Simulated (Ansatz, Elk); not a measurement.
## How far do independent atoms describe ScPd3N2?

The structure of ScPd3N2 used here is made up (a known structure type with other elements) and was relaxed beforehand with r2SCAN. The aim is the Fourier transform of its all-electron density, F(hkl), set beside the sum over free spherical atoms that refinements use.

Main program and level: Elk 11.2.3 (patched build); DFT, PBE, all-electron APW+lo, Dirac cores, scalar-relativistic bands, static density, no spin.

The structure was built from a prototype and need not be the compound's stable phase.

**1. The starting structure**

The structure is hexagonal, space group P6/mmm (No. 191). Conventional cell: a = 5.552 Å, b = 5.552 Å, c = 2.974 Å, α = 90.00°, β = 90.00°, γ = 120.00°. Nearest to Pd lie 4 N at 2.19 Å. Sc has 2 Sc at 2.97 Å nearest. N has 6 Pd at 2.19 Å nearest. Farther neighbours and most contacts between anions are not listed.

**2. Ground state and structure factors**

An all-electron density is needed, since X-rays see the cores too. Task 0 finds the density and task 195 Fourier-transforms it; tshift is off so that phases refer to the origin typed.

elk.in reads:

```
tasks
  0
  195

xctype
  20

spinpol
  .false.

rgkmax
  7.0

gmaxvr
  14.0

lmaxo
  7

lmaxapw
  8

swidth
  0.002

tshift
  .false.

ramdisk
  .false.

hmaxvr
  5.5

maxscl
  120

epspot
  1e-06

sppath
  './'

avec
  10.49134534913 0.00000000000 0.00000000000
  -5.24567267457 9.08577159222 0.00000000000
  0.00000000000 0.00000000000 5.61950717768

atoms
  3
  'Pd.in'
  3
  0.0000000000 0.5000000000 0.5000000000   0.000000 0.000000 0.000000
  0.5000000000 0.5000000000 0.5000000000   0.000000 0.000000 0.000000
  0.5000000000 -0.0000000000 0.5000000000   0.000000 0.000000 0.000000
  'Sc.in'
  1
  0.0000000000 0.0000000000 0.0000000000   0.000000 0.000000 0.000000
  'N.in'
  2
  0.6666666667 0.3333333333 0.0000000000   0.000000 0.000000 0.000000
  0.3333333333 0.6666666667 0.0000000000   0.000000 0.000000 0.000000

ngridk
  5 5 8
```

Run with:

```
$ OMP_NUM_THREADS=4 elk
```

Numbers of over 12 decimals in the logs are rounded to 6 here.

The program printed:

```text
┌─────────────────────────┐
│ Elk code version 11.2.3 │
└─────────────────────────┘

All units are atomic (Hartree, Bohr, etc.)

┌─────────────────────────────────────────────────┐
│ Ground-state run starting from atomic densities │
└─────────────────────────────────────────────────┘

Lattice vectors :
   10.49134535       0.000000000       0.000000000
  -5.245672675       9.085771592       0.000000000
   0.000000000       0.000000000       5.619507178

Reciprocal lattice vectors :
  0.5988922391      0.3457705955      -0.000000000
   0.000000000      0.6915411909       0.000000000
   0.000000000      -0.000000000       1.118102550

Unit cell volume      :    535.6624808
Brillouin zone volume :   0.4630718453

Muffin-tin inner radius fraction :   0.1000000000E-01

Nuclei treated as point charges

Species : 1 (Pd)
 parameters loaded from : Pd.in
 name : palladium
 nuclear charge    :   -46.00000000
 electronic charge :    46.00000000
 atomic mass :    193991.7927
 muffin-tin radius :    2.411636947
 number of radial points in muffin-tin :    993
 inner part over the whole radius :   0.9842343109E-02
 number on inner part of muffin-tin    :    705
 approximate nuclear radius :   0.8586907259E-04
 number of mesh points to nuclear radius :    355
 atomic positions (lattice), magnetic fields (Cartesian) :
  1 :   0.00000000  0.50000000  0.50000000    0.00000000  0.00000000  0.00000000
  2 :   0.50000000  0.50000000  0.50000000    0.00000000  0.00000000  0.00000000
  3 :   0.50000000  0.00000000  0.50000000    0.00000000  0.00000000  0.00000000

Species : 2 (Sc)
 parameters loaded from : Sc.in
 name : scandium
 nuclear charge    :   -21.00000000
 electronic charge :    21.00000000
 atomic mass :    81949.61073
 muffin-tin radius :    2.400000000
 number of radial points in muffin-tin :    993
 inner part over the whole radius :   0.9898716403E-02
 number on inner part of muffin-tin    :    698
 approximate nuclear radius :   0.6711386133E-04
 number of mesh points to nuclear radius :    323
 atomic positions (lattice), magnetic fields (Cartesian) :
  1 :   0.00000000  0.00000000  0.00000000    0.00000000  0.00000000  0.00000000

Species : 3 (N)
 parameters loaded from : N.in
 name : nitrogen
 nuclear charge    :   -7.000000000
 electronic charge :    7.000000000
 atomic mass :    25532.65216
 muffin-tin radius :    1.669594810
 number of radial points in muffin-tin :    593
 inner part over the whole radius :   0.9908923564E-02
 number on inner part of muffin-tin    :    406
 approximate nuclear radius :   0.4939692610E-04
 number of mesh points to nuclear radius :    170
 atomic positions (lattice), magnetic fields (Cartesian) :
  1 :  -0.33333333  0.33333333  0.00000000    0.00000000  0.00000000  0.00000000
  2 :   0.33333333 -0.33333333  0.00000000    0.00000000  0.00000000  0.00000000

Total number of atoms per unit cell :    6
Total muffin-tin volume :    273.1524190
 ratio of muffin-tin to unit cell volume :   0.5099338274

Spin treatment :
 spin-unpolarised

Number of Bravais lattice symmetries :   24
Number of crystal symmetries         :   24
Crystal has inversion symmetry
Real symmetric eigensolver will be used

k-point grid :      5     5     8
k-point offset :    0.000000000       0.000000000       0.000000000
k-point set is reduced with full crystal symmetry group
Total number of k-points :       25

Muffin-tin radius times maximum |G+k| :    7.000000000
 using average radius
Maximum |G+k| for APW functions       :    3.237218651
Maximum (1/2)|G+k|²                   :    5.239792299
Maximum |G| for potential and density :    14.00000000
Constant for pseudocharge density :    8
 order of it for each species :   15  15  15
 order of it for pair densities of each species (exact exchange by exxq0 0: 16) :   12  12   4
Radial integration step length :    1

G-vector grid sizes :     48    48    27
Number of G-vectors :    24931

Maximum angular momentum used for
 APW functions            :    8
 outer part of muffin-tin :    7
[...]
Madelung                    :     -19344.942523923
 xc potential                :     -533.42065819849
 exchange                    :     -473.85560506594
 correlation                 :     -8.742976
 electron entropic           :    -0.31764483437182E-02
 total energy                :     -16014.437603890

Density of states at Fermi energy :    243.2853744
 (states/Hartree/unit cell)

Estimated indirect band gap :   0.7867393382E-04
 from k-point 16 to k-point 23
Estimated direct band gap   :   0.2713054474E-03
 at k-point 16

Charges :
 core                        :    98.00000000
 valence                     :    75.00000000
 interstitial                :    9.454804634
 muffin-tins (core leakage)
  species : 1 (Pd)
[...]
species : 2 (Sc)
[...]
species : 3 (N)
[...]
total in muffin-tins        :    163.5451954
 total calculated charge     :    172.9961231
 total charge                :    173.0000000
 error                       :   0.3876941830E-02

RMS change in Kohn-Sham potential (target) :    1.381455678     (  0.1000000000E-05)
Absolute change in total energy (target)   :    2.460081990     (  0.1000000000E-03)

[... loops 3 to 21 left out ...]

┌──────────────────┐
│ Loop number : 22 │
└──────────────────┘

Energies :
 Fermi                       :     0.326092
 sum of occupied eigenvalues :     -9547.1841639989
 electron kinetic            :      16691.317619421
 core electron kinetic       :      16097.075980182
 Coulomb                     :     -32220.732158293
 Coulomb potential           :     -25605.994075742
 nuclear-nuclear             :     -1900.5141675190
 electron-nuclear            :     -35089.867204195
 Hartree                     :      4769.6492134217
 Madelung                    :     -19417.735120421
 xc potential                :     -632.50770767755
 exchange                    :     -476.57030999606
 correlation                 :     -8.784174
 electron entropic           :    -0.19203793482935E-02
 total energy                :     -16014.770943060

Density of states at Fermi energy :    148.3278445
 (states/Hartree/unit cell)

Estimated indirect band gap :   0.1274199496E-02
 from k-point 14 to k-point 4
Estimated direct band gap   :   0.4181348537E-02
 at k-point 17

Charges :
 core                        :    98.00000000
 valence                     :    75.00000000
 interstitial                :    7.886891312
 muffin-tins (core leakage)
  species : 1 (Pd)
[...]
species : 2 (Sc)
[...]
species : 3 (N)
[...]
total in muffin-tins        :    165.1131087
 total calculated charge     :    172.9968526
 total charge                :    173.0000000
 error                       :   0.3147376825E-02

RMS change in Kohn-Sham potential (target) :   0.3897726882E-06 (  0.1000000000E-05)
Absolute change in total energy (target)   :   0.2876796134E-04 (  0.1000000000E-03)

Convergence targets achieved

┌──────────────────┐
│ Loop number : 23 │
└──────────────────┘

Energies :
 Fermi                       :     0.326092
 sum of occupied eigenvalues :     -9547.1841647050
 electron kinetic            :      16691.317611059
 core electron kinetic       :      16097.075974670
 Coulomb                     :     -32220.732153151
 Coulomb potential           :     -25605.994084312
 nuclear-nuclear             :     -1900.5141675190
 electron-nuclear            :     -35089.867185361
 Hartree                     :      4769.6491997288
 Madelung                    :     -19417.735110995
 xc potential                :     -632.50769145179
 exchange                    :     -476.57030959556
 correlation                 :     -8.784174
 electron entropic           :    -0.19203792101783E-02
 total energy                :     -16014.770945887

Density of states at Fermi energy :    148.3278246
 (states/Hartree/unit cell)

Estimated indirect band gap :   0.1274210059E-02
 from k-point 14 to k-point 4
Estimated direct band gap   :   0.4181374504E-02
 at k-point 17

Charges :
 core                        :    98.00000000
 valence                     :    75.00000000
 interstitial                :    7.886891691
 muffin-tins (core leakage)
  species : 1 (Pd)
[...]
species : 2 (Sc)
   atom 1                    :    19.04442998     ( -0.2163568169E-06)
  species : 3 (N)
   atom 1                    :    5.994886598     (  0.4762174131E-06)
   atom 2                    :    5.994886598     (  0.4762174131E-06)
 total in muffin-tins        :    165.1131083
 total calculated charge     :    172.9968526
 total charge                :    173.0000000
 error                       :   0.3147376510E-02

┌──────────────────────────────┐
│ Self-consistent loop stopped │
└──────────────────────────────┘

Wrote STATE.OUT
```

The job ended after 38 s (4 threads of Arm Neoverse V2, shared host; peak memory 0.21 GiB).

SFACRHO.OUT:

```text

h k l indices transformed by vhmat matrix:
   1.000000000       0.000000000       0.000000000    
   0.000000000       1.000000000       0.000000000    
   0.000000000       0.000000000       1.000000000    

      h      k      l  multipl.   |H|            Re(F)            Im(F)           |F|

      0      0      0      1   0.0000000       173.00000      0.13874144E-15   173.00000    
     -1      1      0      6  0.69154119      -30.569134      0.37169051E-14   30.569134    
      0      0      1      2   1.1181026      -90.425586      0.14144795E-13   90.425586    
      2     -1      0      6   1.1977845      -12.453215     -0.42531340E-13   12.453215    
      1      0      1     12   1.3146796       47.292903     -0.77125781E-13   47.292903    
      0      2      0      6   1.3830824       119.68624     -0.18119912E-13   119.68624    
      1     -2     -1     12   1.6385484       56.035460     -0.71171314E-13   56.035460    
      2     -2     -1     12   1.7785022      -89.758833     -0.41350569E-13   89.758833    
     -1      3      0     12   1.8296460      -23.087375     -0.14867620E-13   23.087375    
     -3      0      0      6   2.0746236      -12.327387     -0.41865319E-13   12.327387    
     -3      2      1     24   2.1442383       39.251526      0.53895124E-13   39.251526    
      0      0     -2      2   2.2362051       106.58793      0.22028500E-13   106.58793    
      1     -1      2     12   2.3406927      -20.638980      0.74338102E-14   20.638980    
      3     -3      1     12   2.3567385       45.444297      0.35438322E-13   45.444297    
     -2      4      0      6   2.3955690       102.41305     -0.44074102E-13   102.41305    
     -1     -3      0     12   2.4933872      -19.964615     -0.13938394E-13   19.964615    
      2     -1     -2     12   2.5367895      -12.247992     -0.28366323E-13   12.247992    
      0      2     -2     12   2.6293593       89.732042      0.26482949E-13   89.732042
```

Elk indexes on the primitive cell of elk.in and gives |H| = 4π sin θ/λ in inverse bohr. Below, one row stands for each form hkl of the conventional cell (m members, Friedel mates merged), F is for one primitive cell and the density is static (no thermal factor). Free-atom factors are Waasmaier and Kirfel's, and R is Σm||F|−|F'||/Σm|F|.

| hkl | m | sin θ/λ (Å⁻¹) | abs F, DFT | neutral atoms | diff. |
| --- | --- | --- | --- | --- | --- |
| 100 | 6 | 0.104 | 30.569 | 30.898 | -0.329 |
| 001 | 2 | 0.168 | 90.426 | 91.489 | -1.063 |
| 110 | 6 | 0.180 | 12.453 | 13.018 | -0.564 |
| 101 | 12 | 0.198 | 47.293 | 48.017 | -0.724 |
| 200 | 6 | 0.208 | 119.686 | 120.807 | -1.121 |
| 111 | 12 | 0.246 | 56.035 | 56.051 | -0.016 |
| 201 | 12 | 0.268 | 89.759 | 90.187 | -0.428 |
| 210 | 12 | 0.275 | 23.087 | 23.301 | -0.213 |
| 300 | 6 | 0.312 | 12.327 | 12.598 | -0.271 |
| 211 | 24 | 0.322 | 39.252 | 39.283 | -0.032 |
| 002 | 2 | 0.336 | 106.588 | 106.486 | +0.102 |
| 102 | 12 | 0.352 | 20.639 | 20.535 | +0.104 |
| 301 | 12 | 0.354 | 45.444 | 45.475 | -0.031 |
| 220 | 6 | 0.360 | 102.413 | 102.261 | +0.152 |
| 310 | 12 | 0.375 | 19.965 | 19.838 | +0.126 |
| 112 | 12 | 0.382 | 12.248 | 12.103 | +0.145 |
| 202 | 12 | 0.395 | 89.732 | 89.335 | +0.397 |
| 221 | 12 | 0.398 | 66.422 | 66.097 | +0.325 |
| 311 | 24 | 0.411 | 34.478 | 34.236 | +0.242 |
| 400 | 6 | 0.416 | 87.112 | 86.687 | +0.426 |
| 212 | 24 | 0.434 | 18.365 | 18.262 | +0.104 |
| 401 | 12 | 0.449 | 68.706 | 68.304 | +0.402 |

**3. The highest occupied states alone**

An energy window below the Fermi level keeps the highest occupied states, to see at which angles they scatter; shallow core shells can lie inside it and anion s states outside. No new self-consistency is needed.

elk.in: that of step 2 with these lines changed.

```diff
@@ -1,3 +1,2 @@
 tasks
-  0
   195
@@ -40,2 +39,5 @@
 
+wsfac
+  -0.041400 0.626090
+
 sppath
```

Run with:

```
$ OMP_NUM_THREADS=4 elk
```

The program printed:

```text
┌─────────────────────────────────┐
│ Elk code version 11.2.3 started │
└─────────────────────────────────┘

Info(readinput): the functional depends on the density's gradient
 muffin-tin radial points multiplied by    2.00000
 (not where nrmtscf is given)

┌────────────────────┐
│ Current task : 195 │
└────────────────────┘
Info(checkmt): changed muffin-tin radius of species 1 (Pd) from   2.6000 to   2.4116
Info(checkmt): changed muffin-tin radius of species 3 (N) from   1.8000 to   1.6696

Info(sfacrho): density structure factors written to SFACRHO.OUT

 Energy window :  -0.4140000000E-01  0.6260900000

┌──────────────────┐
│ Elk code stopped │
└──────────────────┘
```

The job ended after 8.2 s (4 threads; peak memory 0.16 GiB).

States within 10 eV below the Fermi level hold 39.00 electrons; any levels below the window count with the cores. Their amplitudes can exceed the total, where window and core parts have opposite phase:

| hkl | sin θ/λ (Å⁻¹) | abs F, window | abs F, all |
| --- | --- | --- | --- |
| 100 | 0.104 | 8.903 | 30.569 |
| 001 | 0.168 | 11.261 | 90.426 |
| 110 | 0.180 | 0.539 | 12.453 |
| 101 | 0.198 | 2.490 | 47.293 |
| 200 | 0.208 | 10.303 | 119.686 |
| 111 | 0.246 | 5.876 | 56.035 |
| 201 | 0.268 | 8.171 | 89.759 |
| 210 | 0.275 | 2.986 | 23.087 |
| 300 | 0.312 | 0.454 | 12.327 |
| 211 | 0.322 | 0.822 | 39.252 |

**4. Another functional**

The difference from free atoms is small, so it is set against the change that LDA (Perdew-Wang) makes.

elk.in: that of step 3 with these lines changed.

```diff
@@ -1,2 +1,3 @@
 tasks
+  0
   195
@@ -4,3 +5,3 @@
 xctype
-  20
+  3
 
@@ -39,5 +40,2 @@
 
-wsfac
-  -0.041400 0.626090
-
 sppath
```

Run with:

```
$ OMP_NUM_THREADS=4 elk
```

The program printed:

```text
┌─────────────────────────┐
│ Elk code version 11.2.3 │
└─────────────────────────┘

All units are atomic (Hartree, Bohr, etc.)

┌─────────────────────────────────────────────────┐
│ Ground-state run starting from atomic densities │
└─────────────────────────────────────────────────┘

Lattice vectors :
   10.49134535       0.000000000       0.000000000
  -5.245672675       9.085771592       0.000000000
   0.000000000       0.000000000       5.619507178

Reciprocal lattice vectors :
  0.5988922391      0.3457705955      -0.000000000
[...]
interstitial                :    7.920491895
 muffin-tins (core leakage)
  species : 1 (Pd)
[...]
species : 2 (Sc)
[...]
species : 3 (N)
   atom 1                    :    5.970919764     ( -0.3540813461E-05)
   atom 2                    :    5.970919764     ( -0.3540813461E-05)
 total in muffin-tins        :    165.0795081
 total calculated charge     :    172.9969087
 total charge                :    173.0000000
 error                       :   0.3091318412E-02

┌──────────────────────────────┐
│ Self-consistent loop stopped │
└──────────────────────────────┘

Wrote STATE.OUT
[key lines of the parts left out:]
total energy                :     -15998.200439776
```

Wall time 23 s (4 threads); peak memory 0.17 GiB.

Against the first run R = 0.03 %; the largest change is -0.061 at 111.

**5. Basis size**

A smaller basis shows how fast F responds to it; the change is likely larger than the basis error of the first run, but doesn't show convergence.

elk.in: that of step 4 with these lines changed.

```diff
@@ -5,3 +5,3 @@
 xctype
-  3
+  20
 
@@ -11,3 +11,3 @@
 rgkmax
-  7.0
+  5.5
```

Run with:

```
$ OMP_NUM_THREADS=4 elk
```

The program printed:

```text
┌─────────────────────────┐
│ Elk code version 11.2.3 │
└─────────────────────────┘

All units are atomic (Hartree, Bohr, etc.)

┌─────────────────────────────────────────────────┐
│ Ground-state run starting from atomic densities │
└─────────────────────────────────────────────────┘

Lattice vectors :
   10.49134535       0.000000000       0.000000000
  -5.245672675       9.085771592       0.000000000
   0.000000000       0.000000000       5.619507178

Reciprocal lattice vectors :
  0.5988922391      0.3457705955      -0.000000000
[...]
interstitial                :    8.197140353
 muffin-tins (core leakage)
  species : 1 (Pd)
[...]
species : 2 (Sc)
[...]
species : 3 (N)
   atom 1                    :    5.928936625     (  0.4714877828E-06)
   atom 2                    :    5.928936625     (  0.4714877828E-06)
 total in muffin-tins        :    164.8028596
 total calculated charge     :    172.9979421
 total charge                :    173.0000000
 error                       :   0.2057852120E-02

┌──────────────────────────────┐
│ Self-consistent loop stopped │
└──────────────────────────────┘

Wrote STATE.OUT
[key lines of the parts left out:]
total energy                :     -16014.541040970
```

Elapsed: 32 s, on 4 threads; peak memory 0.19 GiB; 96 s of CPU time.

Against the first run R = 0.05 %; the largest change is -0.100 at 111.

**6. Settings against the effect**

| run | R against the first run (%) | R against neutral atoms, low angle (%) | wall time |
| --- | --- | --- | --- |
| PBE, rgkmax 7 | 0.00 | 0.82 | 38 s |
| LDA (Perdew-Wang) | 0.03 | 0.86 | 23 s |
| rgkmax 5.5 | 0.05 | 0.88 | 32 s |

**7. Summary of results**

| Property | Result |
| --- | --- |
| R against neutral atoms, sin θ/λ < 0.3 Å⁻¹ | 0.82 % |
| R against neutral atoms, 0.3 to 0.83 Å⁻¹ | 0.39 % |

Independent neutral atoms miss the calculated amplitudes by R = 0.82 % below 0.3 Å⁻¹ and 0.39 % from there to 0.83 Å⁻¹; by shells, 1.08 % below 0.15 Å⁻¹ (1 form), 0.81 % 0.15 to 0.3 (7 forms), 0.44 % 0.3 to 0.45 (14 forms), 0.38 % above 0.45 (79 forms). Bonding, aspherical density and the tables' own atoms all enter these figures, and the runs don't part them. The largest change of an amplitude is -1.12 electrons, at 200. The window's part falls from 39.0 electrons at the origin to at most 0.59 between 0.45 and 0.83 Å⁻¹. Below 0.3 Å⁻¹ the changes that finished (LDA (Perdew-Wang) and rgkmax 5.5) move F by R = 0.08 % at most, against the 0.82 % that separates it from free atoms. The k-mesh has no finished test. These runs have no spin, though d or f shells may be open. The electron count is odd, so without spin the run is a metal by force. Part of the difference isn't bonding: the tables are fits to free atoms and ions calculated by other methods than this functional. Thermal motion, anomalous dispersion and extinction are left out.

[Logs are printed without paths, hosts, clocks, repeated set-up lines and the standing remarks that a program may print on its own settings, such as how far it seeks lower states.]

[Hosts, paths, dates, database ids (printed as entryN), source tags and the programs' standing remarks are cut or masked in the printed files.]
